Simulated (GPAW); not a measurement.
Consider InHO2 (Pnnm).

```cif
data_structure
_symmetry_space_group_name_H-M 'P 1'
_symmetry_Int_Tables_number 1
_cell_length_a 4.5239
_cell_length_b 5.2806
_cell_length_c 3.2885
_cell_angle_alpha 90.000
_cell_angle_beta 90.000
_cell_angle_gamma 90.000
_cell_volume 78.56
loop_
_atom_site_label
_atom_site_type_symbol
_atom_site_fract_x
_atom_site_fract_y
_atom_site_fract_z
_atom_site_occupancy
In1 In 0.00000 0.00000 0.00000 1
In2 In 0.50000 0.50000 0.50000 1
O3 O 0.77966 0.63063 0.00000 1
O4 O 0.22034 0.36937 0.00000 1
O5 O 0.72034 0.13063 0.50000 1
O6 O 0.27966 0.86937 0.50000 1
H7 H 0.00000 0.50000 0.00000 1
H8 H 0.50000 0.00000 0.50000 1
```

Absorber: atom 3, with 1 H at 1.21 Å and 3 In at 2.19 Å (distorted tetrahedral, site symmetry m). Method: GPAW, LDA, full core hole (charged cell), 32-atom cell with 7.0 Å between holes, 4×4×4 k points, dipole transitions, Gaussian full width 0.9 eV up to 4 eV, rising linearly to 3.5 eV at 25 eV.

Question: Where do the maxima of the O K edge fall?

Main maxima up to 24 eV above the zero (height): 3.5 eV (2.41), 8.3 eV (2.43) and 15.7 eV (0.50). A K edge sees empty p states on the absorber. The total-energy difference plus the lowest empty eigenvalue puts the zero at 533.69 eV. One term is added: -8.83 eV, since the hole is spin-paired here and a spin-polarised one costs that much less in the free atom (computed apart). The photon energy is then 524.86 eV. The functional and the charged cell's background leave an error in such absolute values: in the free atom LDA prices this hole 4.1 eV below PBE (computed apart), and PBE is itself good to a few eV.

The O K spectrum (energy from the lowest empty level; intensity scaled to a mean of 1 over the first 20 eV; polarised curves are means over the symmetry-equivalent atoms):

| E (eV) | isotropic | ε ∥ x | ε ∥ y | ε ∥ z |
| --- | --- | --- | --- | --- |
| -2.00 | 0.00 | 0.00 | 0.00 | 0.00 |
| -1.25 | 0.00 | 0.00 | 0.00 | 0.00 |
| -0.50 | 0.00 | 0.00 | 0.00 | 0.00 |
| 0.25 | 0.01 | 0.02 | 0.01 | 0.01 |
| 1.00 | 0.07 | 0.09 | 0.06 | 0.05 |
| 1.75 | 0.24 | 0.31 | 0.21 | 0.20 |
| 2.50 | 0.77 | 0.69 | 0.71 | 0.91 |
| 3.25 | 2.15 | 1.54 | 2.11 | 2.79 |
| 4.00 | 1.89 | 1.12 | 1.87 | 2.66 |
| 4.75 | 0.92 | 0.70 | 0.98 | 1.08 |
| 5.50 | 0.75 | 0.68 | 0.66 | 0.92 |
| 6.25 | 1.31 | 1.01 | 1.18 | 1.75 |
| 7.00 | 1.78 | 1.42 | 1.91 | 2.01 |
| 7.75 | 2.25 | 2.30 | 2.50 | 1.95 |
| 8.50 | 2.41 | 3.03 | 2.59 | 1.61 |
| 9.25 | 2.27 | 3.49 | 2.36 | 0.97 |
| 10.00 | 2.13 | 3.70 | 2.01 | 0.69 |
| 10.75 | 1.51 | 2.64 | 1.32 | 0.56 |
| 11.50 | 0.90 | 1.45 | 0.81 | 0.45 |
| 12.25 | 0.63 | 0.89 | 0.59 | 0.39 |
| 13.00 | 0.46 | 0.55 | 0.44 | 0.37 |
| 13.75 | 0.38 | 0.32 | 0.39 | 0.42 |
| 14.50 | 0.42 | 0.25 | 0.42 | 0.58 |
| 15.25 | 0.49 | 0.27 | 0.47 | 0.71 |
| 16.00 | 0.49 | 0.30 | 0.50 | 0.67 |
| 16.75 | 0.46 | 0.33 | 0.50 | 0.54 |
| 17.50 | 0.45 | 0.39 | 0.50 | 0.45 |
| 18.25 | 0.48 | 0.47 | 0.51 | 0.46 |
| 19.00 | 0.51 | 0.53 | 0.51 | 0.49 |
| 19.75 | 0.54 | 0.56 | 0.52 | 0.54 |
| 20.50 | 0.58 | 0.58 | 0.56 | 0.60 |
| 21.25 | 0.66 | 0.63 | 0.63 | 0.70 |
| 22.00 | 0.76 | 0.71 | 0.73 | 0.85 |
| 22.75 | 0.89 | 0.80 | 0.84 | 1.04 |
| 23.50 | 1.03 | 0.87 | 0.95 | 1.27 |
| 24.25 | 1.16 | 0.91 | 1.05 | 1.52 |
| 25.00 | 1.25 | 0.93 | 1.12 | 1.70 |
| 25.75 | 1.29 | 0.94 | 1.16 | 1.76 |
| 26.50 | 1.26 | 0.96 | 1.17 | 1.64 |
| 27.25 | 1.16 | 0.95 | 1.17 | 1.37 |
| 28.00 | 1.05 | 0.92 | 1.18 | 1.04 |
| 28.75 | 0.94 | 0.88 | 1.18 | 0.77 |
| 29.50 | 0.88 | 0.84 | 1.17 | 0.62 |
| 30.25 | 0.85 | 0.82 | 1.11 | 0.61 |
| 31.00 | 0.84 | 0.81 | 1.02 | 0.69 |
| 31.75 | 0.83 | 0.81 | 0.90 | 0.76 |

The mesh is coarse (0.26 Å⁻¹ between points), so small maxima may be mesh ripples. Lifetime broadening is put in by hand, and intensities beyond about 20 eV depend on it and on the partial waves. The structure is a computed Materials Project entry and may be a hypothetical form.

[Banner, clock and machine lines of the logs are left out without a mark of their own.]

[Logs are printed without paths, hosts, clocks, repeated set-up lines and the standing remarks that a program may print on its own settings, such as how far it seeks lower states.]

[Hosts, paths, dates, database ids (printed as entryN), source tags and the programs' standing remarks are cut or masked in the printed files.]

[Lists of maxima count a maximum above −3 eV only where it reaches 4 % of the highest in the window and stands out from its surroundings by 2 % of it (1.5 % where it reaches 55 %); shoulders and weaker maxima are passed over, and of the rest the first, up to two pre-edge ones and the few strongest are named.]
